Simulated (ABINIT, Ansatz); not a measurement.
# Quasiparticle gap of CsSnI3 (Pm-3m) in ABINIT

Aim: the G0W0 gap of CsSnI3 (Pm-3m) on PBE, step by step.

Method: PBE and many-body steps on it, plane waves, in ABINIT 10.8.3.

### Step 1. The starting structure

The structure is cubic, space group Pm-3m (No. 221). Conventional cell: a = 6.286 Å, b = 6.286 Å, c = 6.286 Å, α = 90.00°, β = 90.00°, γ = 90.00°. Cs has 12 I at 4.45 Å nearest. Nearest to Sn lie 6 I at 3.14 Å. Nearest to I lie 2 Sn at 3.14 Å and 4 Cs at 4.45 Å. Farther neighbours and most contacts between anions are not listed.

The cell and positions are those that the Materials Project relaxed with its own functionals (PBE, PBE+U or r2SCAN), kept fixed. Spin-orbit coupling is left out unless a step names it.

### Step 2. Ground state

This step: ABINIT 10.8.3; DFT, PBE, plane waves, norm-conserving pseudopotentials.

The ground-state density comes first.

run.abi

```
acell 3*1.0 Angstrom
rprim 
  6.286228000000 0.000000000000 0.000000000000
  0.000000000000 6.286228000000 0.000000000000
  0.000000000000 0.000000000000 6.286228000000
ntypat 3
znucl 55 50 53
natom 5
typat 1 2 3 3 3
xred 
  0.500000000000 0.500000000000 0.500000000000
  0.000000000000 0.000000000000 0.000000000000
  0.500000000000 0.000000000000 0.000000000000
  0.000000000000 0.000000000000 0.500000000000
  0.000000000000 0.500000000000 0.000000000000
pp_dirpath "pseudos"
pseudos "Cs.upf, Sn.upf, I.upf"
ecut 38
ngkpt 4 4 4
nshiftk 1
shiftk 0 0 0
kptopt 1
chksymbreak 0
nband 59
occopt 1
tolvrs 1e-08
nstep 60
prtwf 0
optforces 0
optstress 0
indata_prefix "in"
outdata_prefix "out"
tmpdata_prefix "tmp"
```

Run with:

```
$ OMP_NUM_THREADS=1 mpirun -n 8 abinit run.abi > log
```

Numbers of over 12 decimals in the logs are rounded to 6 here.

Output:

```text
.Version 10.8.3 of ABINIT. v10.8.2 released Aug 2026.

 Symmetries : space group Pm -3 m (#221); Bravais cP (primitive cubic)
================================================================================
 Values of the parameters that define the memory need of the present run
     intxc =       0    ionmov =       0      iscf =       7    lmnmax =       8
     lnmax =       8     mgfft =      72  mpssoang =       4    mqgrid =    3297
     natom =       5  nloc_mem =       1    nspden =       1   nspinor =       1
    nsppol =       1      nsym =      48    n1xccc =    2501    ntypat =       3
    occopt =       1   xclevel =       2
-    mband =          59        mffmem =           1         mkmem =           2
       mpw =       18821          nfft =      373248          nkpt =          10
================================================================================
  Rough estimation (10% accuracy) of disk space for files :
================================================================================

--------------------------------------------------------------------------------
------------- Echo of variables that govern the present computation ------------
--------------------------------------------------------------------------------
 -outvars: echo values of preprocessed input variables --------
            acell      1.8897261259E+00  1.8897261259E+00  1.8897261259E+00 Bohr

      chksymbreak           0
             ecut      3.80000000E+01 Hartree
-          fftalg         312

              ixc     -101130
              kpt      0.00000000E+00  0.00000000E+00  0.00000000E+00
                       2.50000000E-01  0.00000000E+00  0.00000000E+00
                       5.00000000E-01  0.00000000E+00  0.00000000E+00
                       2.50000000E-01  2.50000000E-01  0.00000000E+00
                       5.00000000E-01  2.50000000E-01  0.00000000E+00
                       5.00000000E-01  5.00000000E-01  0.00000000E+00
                       2.50000000E-01  2.50000000E-01  2.50000000E-01
                       5.00000000E-01  2.50000000E-01  2.50000000E-01
                       5.00000000E-01  5.00000000E-01  2.50000000E-01
                       5.00000000E-01  5.00000000E-01  5.00000000E-01
         kptrlatt        4    0    0      0    4    0      0    0    4
          kptrlen      4.75169971E+01
P           mkmem           2
            natom           5
            nband          59
            ngfft          72      72      72
             nkpt          10
            nstep          60
             nsym          48
           ntypat           3
              occ      2.000000  2.000000  2.000000  2.000000  2.000000  2.000000
                       2.000000  2.000000  2.000000  2.000000  2.000000  2.000000
                       2.000000  2.000000  2.000000  2.000000  2.000000  2.000000
                       2.000000  2.000000  2.000000  2.000000  2.000000  2.000000
                       2.000000  2.000000  2.000000  2.000000  2.000000  2.000000
                       2.000000  2.000000  2.000000  2.000000  2.000000  2.000000
                       2.000000  2.000000  2.000000  2.000000  2.000000  2.000000
                       2.000000  2.000000  2.000000  2.000000  2.000000  2.000000
                       2.000000  2.000000  2.000000  2.000000  2.000000  0.000000
                       0.000000  0.000000  0.000000  0.000000  0.000000
        optforces           0
        optstress           0
            prtwf           0
            rprim      6.2862280000E+00  0.0000000000E+00  0.0000000000E+00
                       0.0000000000E+00  6.2862280000E+00  0.0000000000E+00
[...]
spgroup         221

           tolvrs      1.00000000E-08

             xred      5.0000000000E-01  5.0000000000E-01  5.0000000000E-01
[...]
znucl       55.00000   50.00000   53.00000

================================================================================

 chkinp: Checking input parameters for consistency.

================================================================================
== DATASET  1 ==================================================================
-   mpi_nproc: 8, omp_nthreads: 1 (-1 if OMP is not activated)
-    --> not optimal distribution: autoparal keyword recommended in input file <--

--- !DatasetInfo
iteration_state: {dtset: 1, }
dimensions: {natom: 5, nkpt: 10, mband: 59, nsppol: 1, nspinor: 1, nspden: 1, mpw: 18821, }
cutoff_energies: {ecut:  38.0, pawecutdg:  -1.0, }
electrons: {nelect:   1.06000000E+02, charge:   0.00000000E+00, occopt:   1.00000000E+00, tsmear:   1.00000000E-02, }

 Real(R)+Recip(G) space primitive vectors, cartesian coordinates (Bohr,Bohr^-1):
 R(1)= 11.8792493  0.0000000  0.0000000  G(1)=  0.0841804  0.0000000  0.0000000
 R(2)=  0.0000000 11.8792493  0.0000000  G(2)=  0.0000000  0.0841804  0.0000000
 R(3)=  0.0000000  0.0000000 11.8792493  G(3)=  0.0000000  0.0000000  0.0841804
 Unit cell volume ucvol=  1.6763588E+03 bohr^3
 Angles (23,13,12)=  9.00000000E+01  9.00000000E+01  9.00000000E+01 degrees

 getcut: wavevector=  0.0000  0.0000  0.0000  ngfft=  72  72  72
         ecut(hartree)=     38.000   => boxcut(ratio)=   2.18417

--- Pseudopotential description ------------------------------------------------
- Cs Generated using ONCVPSP code by D. R. Hamann
[...]
- 50.00000  22.00000  171031                  znucl, zion, pspdat
12 -101130 2 -1 1628                          pspcod,pspxc,lmax,lloc,mmax
     nproj     2     2     2     0
  pspatm : epsatm=   27.31087254
         --- l  ekb(1:nproj) -->
[...]
pspatm: atomic psp has been read  and splines computed

- I Generated using ONCVPSP code by D. R. Hamann
- 53.00000  25.00000  220131                  znucl, zion, pspdat
12 -101130 3 -1 1188                          pspcod,pspxc,lmax,lloc,mmax
     nproj     2     2     2     2
  pspatm : epsatm=   25.72445091
         --- l  ekb(1:nproj) -->
[...]
pspatm: atomic psp has been read  and splines computed

   1.34938913E+04                                ecore*ucvol(ha*bohr**3)
--------------------------------------------------------------------------------

_setup2: Arith. and geom. avg. npw (full set) are   18763.109   18763.076

================================================================================

--- !BeginCycle
iteration_state: {dtset: 1, }
solver: {iscf: 7, nstep: 60, nline: 4, wfoptalg: 0, }
tolerances: {tolvrs: 1.00E-08, }

     iter   Etot(hartree)      deltaE(h)  residm     vres2
 ETOT  1  -1177.8843633085    -1.178E+03 1.248E+00 2.079E+03
 ETOT  2  -1182.9492740837    -5.065E+00 8.004E-03 1.104E+03
 ETOT  3  -1183.0918070105    -1.425E-01 4.372E-03 2.903E+02
 ETOT  4  -1183.1048044187    -1.300E-02 2.450E-03 1.069E+02
 ETOT  5  -1183.1109860572    -6.182E-03 1.451E-03 2.632E+01
 ETOT  6  -1183.1119157257    -9.297E-04 5.970E-04 3.293E+00
 ETOT  7  -1183.1119828778    -6.715E-05 7.539E-04 3.674E-01
 ETOT  8  -1183.1119940682    -1.119E-05 1.225E-03 7.086E-02
 ETOT  9  -1183.1119972650    -3.197E-06 4.952E-04 5.013E-03
 ETOT 10  -1183.1119974858    -2.208E-07 3.494E-04 1.158E-04
 ETOT 11  -1183.1119974912    -5.428E-09 9.698E-05 4.846E-06
 ETOT 12  -1183.1119974919    -6.310E-10 5.398E-05 8.649E-07
 ETOT 13  -1183.1119974918     8.072E-11 1.771E-05 3.790E-08
 ETOT 14  -1183.1119974921    -3.456E-10 9.806E-06 8.406E-10

 At SCF step   14       vres2   =  8.41E-10 < tolvrs=  1.00E-08 =>converged.

--- !ResultsGS
iteration_state: {dtset: 1, }
comment   : Summary of ground state results
lattice_vectors:
- [ 11.8792493,   0.0000000,   0.0000000, ]
- [  0.0000000,  11.8792493,   0.0000000, ]
- [  0.0000000,   0.0000000,  11.8792493, ]
lattice_lengths: [  11.87925,   11.87925,   11.87925, ]
lattice_angles: [ 90.000,  90.000,  90.000, ] # degrees, (23, 13, 12)
lattice_volume:   1.6763588E+03
convergence: {deltae: -3.456E-10, res2:  8.406E-10, residm:  9.806E-06, diffor:  0.000E+00, }
etotal    :  -1.18311200E+03
entropy   :   0.00000000E+00
fermie    :   1.28351255E-01
cartesian_stress_tensor: null
pressure_GPa: null
xred      :
- [  5.0000E-01,   5.0000E-01,   5.0000E-01, Cs]
- [  0.0000E+00,   0.0000E+00,   0.0000E+00, Sn]
- [  5.0000E-01,   0.0000E+00,   0.0000E+00,  I]
- [  0.0000E+00,   0.0000E+00,   5.0000E-01,  I]
- [  0.0000E+00,   5.0000E-01,   0.0000E+00,  I]
cartesian_forces: null
force_length_stats: {min: null, max: null, mean: null, }

 Integrated electronic density in atomic spheres:
 ------------------------------------------------
 Atom  Sphere_radius  Integrated_density
[...]
================================================================================

 ----iterations are completed or convergence reached----

 Mean square residual over all n,k,spin=   48.293E-09; max=  98.059E-07
 reduced coordinates (array xred) for    5 atoms
[...]
0.000000000000      0.000000000000      0.000000000000
       0.500000000000      0.000000000000      0.000000000000
       0.000000000000      0.000000000000      0.500000000000
       0.000000000000      0.500000000000      0.000000000000
 rms dE/dt=  0.0000E+00; max dE/dt=  0.0000E+00; dE/dt below (all hartree)
    1       0.000000000000      0.000000000000      0.000000000000
    2       0.000000000000      0.000000000000      0.000000000000
    3       0.000000000000      0.000000000000      0.000000000000
    4       0.000000000000      0.000000000000      0.000000000000
    5       0.000000000000      0.000000000000      0.000000000000

 cartesian coordinates (angstrom) at end:
    1      3.143114     3.143114     3.143114
    2      0.000000     0.000000     0.000000
    3      3.143114     0.000000     0.000000
    4      0.000000     0.000000     3.143114
    5      0.000000     3.143114     0.000000
 length scales=  1.889726125908  1.889726125908  1.889726125908 bohr
              =  1.000000000000  1.000000000000  1.000000000000 angstroms
 prteigrs : about to open file out_EIG
 Fermi (or HOMO) energy (hartree) =   0.12835   Average Vxc (hartree)=  -0.28240
 Eigenvalues (hartree) for nkpt=  10  k points:
 kpt#   1, nband= 59, wtk=  0.01563, kpt=  0.0000  0.0000  0.0000 (reduced coord)
  -6.32304   -6.32304   -6.32304   -4.65407   -4.37268   -4.37268   -4.37268   -4.36883
  -4.36883   -4.36883   -4.36883   -4.36883   -4.36883   -3.02849   -3.02849   -3.02849
  -1.52069   -1.52037   -1.52037   -1.51937   -1.51937   -1.51937   -1.51925   -1.51925
  -1.51925   -1.51613   -1.51592   -1.51592   -1.51592   -1.51570   -1.51570   -0.68580
  -0.68136   -0.68136   -0.68086   -0.68086   -0.68086   -0.34801   -0.32445   -0.32445
  -0.19994   -0.19994   -0.19994   -0.09714   -0.03219   -0.03219   -0.03219    0.05156
   0.05156    0.05156    0.05667    0.05667    0.05667    0.21530    0.25231    0.25231
   0.26490    0.26490    0.26490
 prteigrs : prtvol=0 or 1, do not print more k-points.

--- !EnergyTerms
iteration_state     : {dtset: 1, }
comment             : Components of total free energy in Hartree
kinetic             :  3.97871113732236E+02
hartree             :  5.18300785368549E+02
xc                  : -1.52819764372538E+02
Ewald energy        : -4.43126019946556E+02
psp_core            :  8.04952433837377E+00
local_psp           : -1.48947106899405E+03
non_local_psp       : -2.19165676181533E+01
total_energy        : -1.18311199749213E+03
total_energy_eV     : -3.21941175360126E+04
band_energy         : -2.00633298410065E+02

== END DATASET(S) ==============================================================
================================================================================

 -outvars: echo values of variables after computation  --------
           etotal     -1.1831119975E+03
            nband          59
             nkpt          10
          spgroup         221
 [... the other variables as echoed above ...]

 Calculation completed.
```

The job ended after 3.4 min (8 MPI ranks of Arm Neoverse V2, shared host; peak memory 1.4 GiB).

Numbers from this step:

```yaml
total_energy: -32194.1175 eV
gap: 0.4814 eV
k_of_the_valence_top: 0.5, 0.5, 0.5
k_of_the_conduction_bottom: 0.5, 0.5, 0.5
least_direct_gap: 0.4814 eV
```

The gap is direct, at (0.500, 0.500, 0.500).

### Step 3. Bands along the symmetry lines

Levels along a band path, at the cheap level, show where the edges lie and whether the meshes to come will hold them.

Edit run.abi of step 2 so:

```diff
@@ -18,14 +18,34 @@
 ecut 38
-ngkpt 4 4 4
-nshiftk 1
-shiftk 0 0 0
-kptopt 1
-chksymbreak 0
-nband 59
-occopt 1
-tolvrs 1e-08
-nstep 60
+iscf -2
+irdden 1
+kptopt 0
+nkpt 20
+kpt 
+  0.00000000 0.00000000 0.00000000
+  0.00000000 0.16666667 0.00000000
+  0.00000000 0.33333333 0.00000000
+  0.00000000 0.50000000 0.00000000
+  0.16666667 0.50000000 0.00000000
+  0.33333333 0.50000000 0.00000000
+  0.50000000 0.50000000 0.00000000
+  0.33333333 0.33333333 0.00000000
+  0.16666667 0.16666667 0.00000000
+  0.00000000 0.00000000 0.00000000
+  0.16666667 0.16666667 0.16666667
+  0.33333333 0.33333333 0.33333333
+  0.50000000 0.50000000 0.50000000
+  0.33333333 0.50000000 0.33333333
+  0.16666667 0.50000000 0.16666667
+  0.00000000 0.50000000 0.00000000
+  0.50000000 0.50000000 0.50000000
+  0.50000000 0.50000000 0.33333333
+  0.50000000 0.50000000 0.16666667
+  0.50000000 0.50000000 0.00000000
+istwfk *1
+nband 60
+nbdbuf 2
+tolwfr 1e-08
+nstep 40
 prtwf 0
-optforces 0
-optstress 0
+prtvol 0
 indata_prefix "in"
```

Output:

```text
.Version 10.8.3 of ABINIT. v10.8.2 released Aug 2026.

 Symmetries : space group Pm -3 m (#221); Bravais cP (primitive cubic)
[... echo of the input left out ...]
== DATASET  1 ==================================================================
-   mpi_nproc: 8, omp_nthreads: 1 (-1 if OMP is not activated)

--- !DatasetInfo
iteration_state: {dtset: 1, }
dimensions: {natom: 5, nkpt: 20, mband: 60, nsppol: 1, nspinor: 1, nspden: 1, mpw: 18805, }
cutoff_energies: {ecut:  38.0, pawecutdg:  -1.0, }
electrons: {nelect:   1.06000000E+02, charge:   0.00000000E+00, occopt:   1.00000000E+00, tsmear:   1.00000000E-02, }

 Real(R)+Recip(G) space primitive vectors, cartesian coordinates (Bohr,Bohr^-1):
 R(1)= 11.8792493  0.0000000  0.0000000  G(1)=  0.0841804  0.0000000  0.0000000
 R(2)=  0.0000000 11.8792493  0.0000000  G(2)=  0.0000000  0.0841804  0.0000000
 R(3)=  0.0000000  0.0000000 11.8792493  G(3)=  0.0000000  0.0000000  0.0841804
 Unit cell volume ucvol=  1.6763588E+03 bohr^3
 Angles (23,13,12)=  9.00000000E+01  9.00000000E+01  9.00000000E+01 degrees

 getcut: wavevector=  0.0000  0.0000  0.0000  ngfft=  72  72  72
         ecut(hartree)=     38.000   => boxcut(ratio)=   2.18417

--- Pseudopotential description ------------------------------------------------
- Cs Generated using ONCVPSP code by D. R. Hamann
- 55.00000   9.00000  171031                  znucl, zion, pspdat
12 -101130 3 -1 2414                          pspcod,pspxc,lmax,lloc,mmax
     nproj     2     2     2     2
  pspatm : epsatm=   22.81663564
         --- l  ekb(1:nproj) -->
             0    6.176104    0.756334
             1    6.263084    0.786397
             2    3.737592    0.906929
[...]
pspatm: atomic psp has been read  and splines computed

- Sn Generated using ONCVPSP code by D. R. Hamann
- 50.00000  22.00000  171031                  znucl, zion, pspdat
12 -101130 2 -1 1628                          pspcod,pspxc,lmax,lloc,mmax
     nproj     2     2     2     0
  pspatm : epsatm=   27.31087254
         --- l  ekb(1:nproj) -->
[...]
pspatm: atomic psp has been read  and splines computed

- I Generated using ONCVPSP code by D. R. Hamann
- 53.00000  25.00000  220131                  znucl, zion, pspdat
12 -101130 3 -1 1188                          pspcod,pspxc,lmax,lloc,mmax
     nproj     2     2     2     2
  pspatm : epsatm=   25.72445091
         --- l  ekb(1:nproj) -->
[...]
pspatm: atomic psp has been read  and splines computed

--------------------------------------------------------------------------------

================================================================================
 prteigrs : about to open file out_EIG
 Non-SCF case, kpt    1 (  0.00000  0.00000  0.00000), residuals and eigenvalues=
  2.90E-09  5.18E-09  9.62E-09  4.82E-09  2.85E-09  3.95E-09  6.66E-09  1.71E-09
[...]
6.15E-09  5.68E-09  1.63E-07  9.42E-06
[...]
Non-SCF case, kpt   19 (  0.50000  0.50000  0.16667), residuals and eigenvalues=
[...]
Non-SCF case, kpt   20 (  0.50000  0.50000  0.00000), residuals and eigenvalues=
[...]
4.1122E-02  4.1122E-02  4.3668E-02  7.1393E-02  1.0215E-01  1.6162E-01
  1.6162E-01  2.7501E-01  2.8913E-01  2.9485E-01  3.1203E-01  3.2426E-01

--- !ResultsGS
iteration_state: {dtset: 1, }
comment   : Summary of ground state results
lattice_vectors:
- [ 11.8792493,   0.0000000,   0.0000000, ]
- [  0.0000000,  11.8792493,   0.0000000, ]
- [  0.0000000,   0.0000000,  11.8792493, ]
lattice_lengths: [  11.87925,   11.87925,   11.87925, ]
lattice_angles: [ 90.000,  90.000,  90.000, ] # degrees, (23, 13, 12)
lattice_volume:   1.6763588E+03
convergence: {deltae:  0.000E+00, res2:  0.000E+00, residm:  9.995E-09, diffor:  0.000E+00, }
etotal    :  -1.18311200E+03
entropy   :   0.00000000E+00
fermie    :   1.28351255E-01
cartesian_stress_tensor: null
pressure_GPa: null
xred      :
- [  5.0000E-01,   5.0000E-01,   5.0000E-01, Cs]
- [  0.0000E+00,   0.0000E+00,   0.0000E+00, Sn]
- [  5.0000E-01,   0.0000E+00,   0.0000E+00,  I]
- [  0.0000E+00,   0.0000E+00,   5.0000E-01,  I]
- [  0.0000E+00,   5.0000E-01,   0.0000E+00,  I]
cartesian_forces: null
force_length_stats: {min: null, max: null, mean: null, }

 Integrated electronic density in atomic spheres:
 ------------------------------------------------
 Atom  Sphere_radius  Integrated_density
[...]
================================================================================

 ----iterations are completed or convergence reached----

 Mean square residual over all n,k,spin=   59.236E-10; max=  99.953E-10
 reduced coordinates (array xred) for    5 atoms
[...]
0.000000000000      0.000000000000      0.500000000000
       0.000000000000      0.500000000000      0.000000000000

 cartesian coordinates (angstrom) at end:
[...]
length scales=  1.889726125908  1.889726125908  1.889726125908 bohr
              =  1.000000000000  1.000000000000  1.000000000000 angstroms
 prteigrs : about to open file out_EIG
 Eigenvalues (hartree) for nkpt=  20  k points:
 kpt#   1, nband= 60, wtk=  1.00000, kpt=  0.0000  0.0000  0.0000 (reduced coord)
[...]
kpt#   2, nband= 60, wtk=  1.00000, kpt=  0.0000  0.1667  0.0000 (reduced coord)
[...]
kpt#   3, nband= 60, wtk=  1.00000, kpt=  0.0000  0.3333  0.0000 (reduced coord)
[...]
kpt#  19, nband= 60, wtk=  1.00000, kpt=  0.5000  0.5000  0.1667 (reduced coord)
[...]
0.27368    0.29572    0.30110    0.30110
 kpt#  20, nband= 60, wtk=  1.00000, kpt=  0.5000  0.5000  0.0000 (reduced coord)
[...]
-0.19991   -0.19991   -0.19959   -0.15021   -0.02267    0.01334    0.03828    0.03828
   0.04112    0.04112    0.04367    0.07139    0.10215    0.16162    0.16162    0.27501
   0.28913    0.29485    0.31203    0.32426

== END DATASET(S) ==============================================================
================================================================================

 -outvars: echo values of variables after computation  --------
            nband          60
             nkpt          20
          spgroup         221
 [... the other variables as echoed above ...]

 Calculation completed.
```

It took 2.5 min on 8 MPI ranks; peak memory 1.2 GiB.

This step gave:

| Property | Result |
| --- | --- |
| gap | 0.4814 eV |
| k of the valence top | 0.5, 0.5, 0.5 |
| k of the conduction bottom | 0.5, 0.5, 0.5 |
| least direct gap | 0.4814 eV |

The gap is 0.481 eV, as in the run before at this level.

The electronic bands at the labelled points (eV, zero at the top of the highest filled band):

```csv
point,band 50,band 51,band 52,band 53,band 54,band 55,band 56,band 57
Γ,-2.09,-1.95,-1.95,-1.95,2.37,3.37,3.37,3.72
X,-2.23,-2.06,-2.06,-1.44,1.22,3.84,4.10,4.30
M,-2.37,-2.30,-1.55,-0.71,0.91,0.91,3.99,4.38
Γ,-2.09,-1.95,-1.95,-1.95,2.37,3.37,3.37,3.72
R,-1.54,-1.54,-1.54,0.00,0.48,0.48,0.48,3.22
X,-2.23,-2.06,-2.06,-1.44,1.22,3.84,4.10,4.30
jump to R,-1.54,-1.54,-1.54,0.00,0.48,0.48,0.48,3.22
M,-2.37,-2.30,-1.55,-0.71,0.91,0.91,3.99,4.38
```

(Continued in part 2 of 2.)

[Paths, hosts, dates, memory and timing lines, banners, echoed tables and standing remarks are left out of the program output.]

[Logs are printed without paths, hosts, clocks, repeated set-up lines and the standing remarks that a program may print on its own settings, such as how far it seeks lower states.]

[Runs of the session that timed out or met a known fault of the program may be left out.]

[Hosts, paths, dates, database ids (printed as entryN), source tags and the programs' standing remarks are cut or masked in the printed files.]

[G0W0 gaps are taken among the corrected bands and points alone; a level outside them can change the order at an edge.]

[Where Ansatz stands beside ABINIT at settings called matched, ABINIT's density can come from a denser mesh and the files from another edition; pairs whose starting gaps differed by over 0.03 eV were left out, so agreement reads better than it is.]
